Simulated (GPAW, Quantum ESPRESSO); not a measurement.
Consider CrB4 (Immm).

```xyz
5
Lattice="-1.4359 2.3741 2.7428 1.4359 -2.3741 2.7428 1.4359 2.3741 -2.7428" Properties=species:S:1:pos:R:3 pbc="T T T"
Cr    0.0000    0.0000    0.0000
B     0.0000    0.9178    1.8876
B     1.4359    1.4563    0.8552
B     0.0000    0.9178    3.5980
B     1.4359    1.4563   -0.8552
```

Absorber: atom 1, with 4 B at 2.10 Å and 8 B at 2.22 Å (12-fold, site symmetry mmm). Method: Quantum ESPRESSO XSpectra, LDA, excited-electron core hole (neutral cell), 15-atom cell with 4.7 Å between holes, 6×6×6 k points, dipole transitions, Lorentzian half width 0.54 eV up to 4 eV, rising linearly to 4 eV at 25 eV.

**Question.** Predict the near-edge structure at the Cr K edge.

Main maxima up to 30 eV above the zero (height): 2.8 eV (0.24) and 19.0 eV (2.05). A K edge sees empty p states. The first eV above the zero hold little dipole weight, as the lowest empty bands are of d character; the main edge, of 4p character, rises through 0.6 near 6 eV above the zero. The total-energy difference is 5996.84 eV. One term is added: -24.69 eV, since the hole is spin-paired here and a spin-polarised one costs that much less in the free atom (computed apart). The photon energy is then 5972.15 eV. The tabulated edge of the element is 5989 eV. The functional leaves an error in such absolute values: in the free atom LDA prices this hole 14.7 eV below PBE (computed apart), and PBE is itself good to a few eV.

The Cr K spectrum (energy from the energy zero of the input (xe0, at the border of filled and empty states); intensity scaled to a mean of 1 over the first 20 eV; the points at xe0, where the cut of filled states can leave a spike, are interpolated; polarised curves are means over the symmetry-equivalent atoms):

```csv
E (eV),isotropic,ε ∥ x,ε ∥ y,ε ∥ z
-2.0,0.04,0.05,0.03,0.03
-1.4,0.04,0.06,0.04,0.04
-0.8,0.05,0.08,0.04,0.04
-0.2,0.08,0.15,0.05,0.06
0.4,0.13,0.24,0.06,0.08
1.0,0.16,0.29,0.09,0.10
1.6,0.18,0.30,0.12,0.14
2.2,0.22,0.33,0.16,0.16
2.8,0.24,0.37,0.19,0.16
3.4,0.21,0.29,0.18,0.15
4.0,0.19,0.27,0.16,0.15
4.6,0.27,0.38,0.20,0.23
5.2,0.40,0.55,0.31,0.33
5.8,0.53,0.67,0.46,0.45
6.4,0.64,0.73,0.63,0.57
7.0,0.75,0.75,0.78,0.72
7.6,0.84,0.77,0.87,0.86
8.2,0.87,0.78,0.90,0.94
8.8,0.87,0.77,0.86,0.97
9.4,0.86,0.77,0.82,0.98
10.0,0.87,0.79,0.81,1.00
10.6,0.90,0.86,0.84,1.00
11.2,0.95,0.95,0.89,1.00
11.8,1.02,1.09,0.98,0.99
12.4,1.11,1.24,1.09,1.00
13.0,1.22,1.41,1.22,1.02
13.6,1.32,1.57,1.35,1.05
14.2,1.43,1.71,1.50,1.08
14.8,1.53,1.84,1.65,1.11
15.4,1.63,1.96,1.79,1.14
16.0,1.73,2.08,1.93,1.19
16.6,1.83,2.18,2.06,1.25
17.2,1.92,2.25,2.17,1.33
17.8,1.99,2.28,2.26,1.42
18.4,2.04,2.27,2.31,1.53
19.0,2.05,2.22,2.31,1.64
19.6,2.05,2.15,2.24,1.75
20.2,2.02,2.06,2.14,1.87
20.8,2.00,1.97,2.03,1.99
21.4,1.97,1.89,1.92,2.09
22.0,1.94,1.80,1.84,2.18
22.6,1.92,1.72,1.77,2.25
23.2,1.89,1.65,1.73,2.30
23.8,1.87,1.59,1.70,2.33
24.4,1.86,1.54,1.69,2.34
25.0,1.84,1.50,1.68,2.33
25.6,1.82,1.48,1.67,2.32
26.2,1.81,1.47,1.67,2.29
26.8,1.80,1.47,1.67,2.25
27.4,1.78,1.47,1.67,2.19
28.0,1.76,1.49,1.67,2.12
28.6,1.74,1.51,1.68,2.04
29.2,1.72,1.53,1.68,1.96
29.8,1.70,1.55,1.68,1.88
30.4,1.68,1.57,1.67,1.79
31.0,1.65,1.58,1.66,1.72
31.6,1.62,1.58,1.64,1.64
```

Quadrupole 1s→3d transitions, which feed the pre-edge, are not in the dipole spectrum. The starting moments shrank to 0.00 μB or less, so this is hardly a magnetic state. The holes are only 4.7 Å apart, so the shape is probably not converged with cell size; no larger cell was run here. Lifetime broadening is put in by hand, and intensities beyond about 20 eV depend on it and on the partial waves. The structure is a published determination, not relaxed.

[Banner, clock and machine lines of the logs are left out without a mark of their own.]

[Logs are printed without paths, hosts, clocks, repeated set-up lines and the standing remarks that a program may print on its own settings, such as how far it seeks lower states.]

[Hosts, paths, dates, database ids (printed as entryN), source tags and the programs' standing remarks are cut or masked in the printed files.]

[Lists of maxima count a maximum above −3 eV only where it reaches 4 % of the highest in the window and stands out from its surroundings by 2 % of it (1.5 % where it reaches 55 %); shoulders and weaker maxima are passed over, and of the rest the first, up to two pre-edge ones and the few strongest are named.]
